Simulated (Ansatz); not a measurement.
**KAuF3 (cubic perovskite) (Pm-3m): how robust is the cRPA U?**

What does U in KAuF3 (cubic perovskite) (Pm-3m) depend on besides the window?

Method: constrained RPA on LDA, plane waves, PAW, in Ansatz 0.2.0.

This is a report of a sequence of runs, with most program output left out.

The structure was built from a prototype and need not be the compound's stable phase.

In doubt: RPA on norm-conserving files with a d shell is listed as unsure (step 8), so the values of those runs are not to be relied on.

## (1) Starting point

The structure is cubic, space group Pm-3m (No. 221). Conventional cell: a = 4.328 Å, b = 4.328 Å, c = 4.328 Å, α = 90.00°, β = 90.00°, γ = 90.00°. K has 12 F at 3.06 Å nearest. Nearest to Au lie 6 F at 2.16 Å. Nearest to F lie 2 Au at 2.16 Å and 4 K at 3.06 Å. Farther neighbours and most contacts between anions are not listed.

As a file:

```cif
data_structure
_symmetry_space_group_name_H-M 'P 1'
_symmetry_Int_Tables_number 1
_cell_length_a 4.3278
_cell_length_b 4.3278
_cell_length_c 4.3278
_cell_angle_alpha 90.000
_cell_angle_beta 90.000
_cell_angle_gamma 90.000
_cell_volume 81.06
loop_
_atom_site_label
_atom_site_type_symbol
_atom_site_fract_x
_atom_site_fract_y
_atom_site_fract_z
_atom_site_occupancy
K1 K 0.00000 0.00000 0.00000 1
Au2 Au 0.50000 0.50000 0.50000 1
F3 F 0.50000 0.50000 0.00000 1
F4 F 0.50000 0.00000 0.50000 1
F5 F 0.00000 0.50000 0.50000 1
```

The structure was relaxed with LDA. The structure type comes from a generator and need not be one that this composition takes. The structure was generated from a model, not taken from a measurement. The runs that relaxed it are not among those shown. The program's search for lower electronic states was switched off, so nothing shows that the state found is the lowest. Spin-orbit coupling is left out unless a step names it. The default PAW set here is soft_2. Its files were made with PBE.

## (2) Base: Au d, bands v5 to v1, 4×4×4 mesh, medium accuracy

Constrained RPA screens the interaction with every transition except those inside the target bands, which a later many-body model would treat itself.

Input file input.yaml:

```yaml
crystal:
  lattice:
    - [0.0, -4.32778329, 0.0]
    - [0.0, 0.0, 4.32778329]
    - [-4.32778329, 0.0, 0.0]
  atoms:
    - { symbol: K, position: [0.0, 0.0, 0.0] }
    - { symbol: Au, position: [0.5, 0.5, 0.5] }
    - { symbol: F, position: [0.5, 0.5, 0.0] }
    - { symbol: F, position: [0.5, 0.0, 0.5] }
    - { symbol: F, position: [0.0, 0.5, 0.5] }
kpoints:
  mp_grid: { grid: [6, 6, 6] }
hamiltonian:
  xc: lda
scf:
  occupations: { method: gaussian, width: 0.08 }
  n_extra_bands: 19
  max_iter: 150
  lower_state_search: "off"
output:
  crpa:
    kmesh: [4, 4, 4]
    target_bands: [v5, v1]
    projections: [{ species: Au, l: d, shell: 5 }]
  local_orbitals:
    kmesh: [8, 8, 8]
    orbitals: [{ species: Au, l: d, shell: 5 }]
    window: { bands: [v5, v1] }
    seedname: lo
```

The run is started by

```
$ ansatz run input.yaml --threads 4 --pin off --max-ram 9216MiB --backend cpu --events-out ev --progress --plain --runs-dir out
```

Wall time 66 s (4 threads of Arm Neoverse V2, shared host); peak memory 0.64 GiB.

Numbers from this step:

```yaml
u: 4.660 eV
u_prime_inter_orbital: 3.985 eV
j: 0.3113 eV
bare_v: 12.66 eV
bare_j: 0.4290 eV
stated_bound_on_u: 0.01514 eV
u_over_bare_v: 0.3680
electrons_in_the_window: 9.000
head_of_the_constrained_inverse_dielectric_matrix: 0.3402
least_eigenvalue_of_the_projection_s_overlap: 0.5745
target_functions: 5
bands_in_the_sums: 50
r_m_s_miss_of_the_model_bands: 0.001433 eV
width_of_the_target_bands: 4.290 eV
weight_of_the_projected_orbitals_in_the_window: 0.7316
```

On the Au d shell, screening brings the on-site interaction from 12.7 eV down to U = 4.66 eV.

## (3) Changed: 2×2×2 mesh

Changes to input.yaml since step 2:

```diff
@@ -22,9 +22,4 @@
   crpa:
-    kmesh: [4, 4, 4]
+    kmesh: [2, 2, 2]
     target_bands: [v5, v1]
     projections: [{ species: Au, l: d, shell: 5 }]
-  local_orbitals:
-    kmesh: [8, 8, 8]
-    orbitals: [{ species: Au, l: d, shell: 5 }]
-    window: { bands: [v5, v1] }
-    seedname: lo
```

Elapsed: 8.2 s, on 4 threads; peak memory 0.53 GiB; 28 s of CPU time.

This step gave:

| Item | Value |
| --- | --- |
| U | 5.215 eV |
| U prime (inter-orbital) | 4.502 eV |
| J | 0.3329 eV |
| bare V | 13.33 eV |
| bare J | 0.4561 eV |
| stated bound on U | 0.01374 eV |
| U over bare V | 0.3911 |
| electrons in the window | 9.000 |
| head of the constrained inverse dielectric matrix | 0.4063 |
| least eigenvalue of the projection's overlap | 0.5745 |
| target functions | 5 |
| bands in the sums | 50 |
| width of the target bands | 4.290 eV |
| weight of the projected orbitals in the window | 0.7316 |

On the Au d shell, screening brings the on-site interaction from 13.3 eV down to U = 5.22 eV.

## (4) Changed: 6×6×6 mesh

Changes to input.yaml since step 3:

```diff
@@ -22,3 +22,3 @@
   crpa:
-    kmesh: [2, 2, 2]
+    kmesh: [6, 6, 6]
     target_bands: [v5, v1]
```

It took 6.8 min on 4 threads; peak memory 0.89 GiB.

Numbers from this step:

| Item | Value |
| --- | --- |
| U | 4.654 eV |
| U prime (inter-orbital) | 3.983 eV |
| J | 0.3092 eV |
| bare V | 12.58 eV |
| bare J | 0.4261 eV |
| stated bound on U | 0.01490 eV |
| U over bare V | 0.3700 |
| electrons in the window | 9 |
| head of the constrained inverse dielectric matrix | 0.3481 |
| least eigenvalue of the projection's overlap | 0.5745 |
| target functions | 5 |
| bands in the sums | 50 |
| width of the target bands | 4.290 eV |
| weight of the projected orbitals in the window | 0.7316 |

On the Au d shell, screening brings the on-site interaction from 12.6 eV down to U = 4.65 eV.

## (5) Changed: sums over states

Changes to input.yaml since step 4:

```diff
@@ -22,4 +22,7 @@
   crpa:
-    kmesh: [6, 6, 6]
+    kmesh: [4, 4, 4]
     target_bands: [v5, v1]
     projections: [{ species: Au, l: d, shell: 5 }]
+    accuracy: sum_over_states
+    n_empty_bands: 100
+    ecut_chi: 136
```

The job ended after 9.8 s (4 threads; peak memory 0.68 GiB; 35 s of CPU time).

This variant gives U = 4.70 eV against 4.66 eV. It is a finite sum over empty states with no bound on its error and stays out of the table below.

## (6) Changed: smooth pair densities

Changes to input.yaml since step 5:

```diff
@@ -25,4 +25,2 @@
     projections: [{ species: Au, l: d, shell: 5 }]
-    accuracy: sum_over_states
-    n_empty_bands: 100
-    ecut_chi: 136
+    pair_densities: pseudo
```

Wall time 87 s (4 threads); peak memory 0.55 GiB; 5.6 min of CPU time.

This step gave:

```
U                                                 : 4.694 eV
U prime (inter-orbital)                           : 3.983 eV
J                                                 : 0.3292 eV
bare V                                            : 12.66 eV
bare J                                            : 0.4290 eV
stated bound on U                                 : 0.001296 eV
U over bare V                                     : 0.3707
electrons in the window                           : 9.000
head of the constrained inverse dielectric matrix : 0.3406
least eigenvalue of the projection's overlap      : 0.5745
target functions                                  : 5
bands in the sums                                 : 50
width of the target bands                         : 4.290 eV
weight of the projected orbitals in the window    : 0.7316
```

On the Au d shell, screening brings the on-site interaction from 12.7 eV down to U = 4.69 eV.

## (7) Changed: sums without a band count

Changes to input.yaml since step 6:

```diff
@@ -25,2 +25,2 @@
     projections: [{ species: Au, l: d, shell: 5 }]
-    pair_densities: pseudo
+    accuracy: sum_over_states
```

Elapsed: 0.12 s, on 4 threads; peak memory 0.085 GiB.

The input was rejected at the start.

The program's message: “Error: 2 input errors — fix all and re-run”

The fault put into this input: sums without a band count.

## (8) Changed: potentials

This step: constrained RPA on LDA, plane waves, norm-conserving pseudopotentials.

Changes to input.yaml since step 7:

```diff
@@ -15,2 +15,3 @@
   xc: lda
+  pseudopotentials: { kind: nc }
 scf:
@@ -25,2 +26 @@
     projections: [{ species: Au, l: d, shell: 5 }]
-    accuracy: sum_over_states
```

Wall time 4.3 min (4 threads); peak memory 1.4 GiB.

Numbers from this step:

```yaml
u: 4.664 eV
u_prime_inter_orbital: 3.992 eV
j: 0.3103 eV
bare_v: 12.67 eV
bare_j: 0.4292 eV
stated_bound_on_u: 0.009769 eV
u_over_bare_v: 0.3681
electrons_in_the_window: 9.000
head_of_the_constrained_inverse_dielectric_matrix: 0.3406
least_eigenvalue_of_the_projection_s_overlap: 0.5758
target_functions: 5
bands_in_the_sums: 50
width_of_the_target_bands: 4.265 eV
weight_of_the_projected_orbitals_in_the_window: 0.7314
```

On the Au d shell, screening brings the on-site interaction from 12.7 eV down to U = 4.66 eV.

## (9) Changed: volume -3 %

This step: constrained RPA on LDA, plane waves, PAW.

The cell differs from the one that the last finished run ended in (a 4.328 → 4.284 Å, b 4.328 → 4.284 Å, c 4.328 → 4.284 Å).

Changes to input.yaml since step 8:

```diff
@@ -2,5 +2,5 @@
   lattice:
-    - [0.0, -4.32778329, 0.0]
-    - [0.0, 0.0, 4.32778329]
-    - [-4.32778329, 0.0, 0.0]
+    - [0.0, -4.2840653183, 0.0]
+    - [0.0, 0.0, 4.2840653183]
+    - [-4.2840653183, 0.0, 0.0]
   atoms:
@@ -15,3 +15,2 @@
   xc: lda
-  pseudopotentials: { kind: nc }
 scf:
@@ -26 +25,6 @@
     projections: [{ species: Au, l: d, shell: 5 }]
+  local_orbitals:
+    kmesh: [8, 8, 8]
+    orbitals: [{ species: Au, l: d, shell: 5 }]
+    window: { bands: [v5, v1] }
+    seedname: lo
```

It took 66 s on 4 threads; peak memory 0.62 GiB; 4.2 min of CPU time.

This step gave:

- U: 4.692 eV
- U prime (inter-orbital): 4.012 eV
- J: 0.3148 eV
- bare V: 12.75 eV
- bare J: 0.4332 eV
- stated bound on U: 0.01506 eV
- U over bare V: 0.3680
- electrons in the window: 9.000
- head of the constrained inverse dielectric matrix: 0.3373
- least eigenvalue of the projection's overlap: 0.5765
- target functions: 5
- bands in the sums: 50
- r.m.s. miss of the model bands: 0.001350 eV
- width of the target bands: 4.498 eV
- weight of the projected orbitals in the window: 0.7341

On the Au d shell, screening brings the on-site interaction from 12.8 eV down to U = 4.69 eV.

## (10) Side by side

Times are wall times on 4 threads of Arm Neoverse V2, shared host, good to a factor of about two.

```
                  run  bare V (eV)  U (eV)  J (eV)  bound on U (eV)  width (eV)     time
        target window        12.66   4.660   0.311           0.0151        4.29     66 s
           2×2×2 mesh        13.33   5.215   0.333           0.0137        4.29    8.2 s
           6×6×6 mesh        12.58   4.654   0.309           0.0149        4.29  6.8 min
smooth pair densities        12.66   4.694   0.329           0.0013        4.29     87 s
           potentials        12.67   4.664   0.310           0.0098        4.27  4.3 min
          volume -3 %        12.75   4.692   0.315           0.0151        4.50     66 s
```

## (11) Results

```json
{
  "target window": "U 4.66 eV, J 0.31 eV",
  "2×2×2 mesh": "U 5.22 eV, J 0.33 eV",
  "6×6×6 mesh": "U 4.65 eV, J 0.31 eV",
  "smooth pair densities": "U 4.69 eV, J 0.33 eV",
  "potentials": "U 4.66 eV, J 0.31 eV",
  "volume -3 %": "U 4.69 eV, J 0.31 eV"
}
```

2×2×2 mesh moves U by +0.56 eV at 0.12 times the time. 6×6×6 mesh moves U by −0.01 eV (within the solver's bounds, for the mean over orbitals) at 6.2 times the time. Smooth pair densities moves U by +0.03 eV. Potentials moves U by +0.004 eV (within the solver's bounds, for the mean over orbitals) at 3.9 times the time. Volume -3 % moves U by +0.03 eV. The printed bound covers the solver alone, not the mesh. The parent state is non-magnetic and the interaction static (zero frequency); U depends on the window and the orbitals, so it belongs to this model alone. Spin-orbit coupling, which is strong for atoms this heavy, is left out.

[Paths, hosts, dates, memory and timing lines, banners, echoed tables and standing remarks are left out of the program output.]

[Logs are printed without paths, hosts, clocks, repeated set-up lines and the standing remarks that a program may print on its own settings, such as how far it seeks lower states.]

[Runs of the session that timed out or met a known fault of the program may be left out.]

[Hosts, paths, dates, database ids (printed as entryN), source tags and the programs' standing remarks are cut or masked in the printed files.]
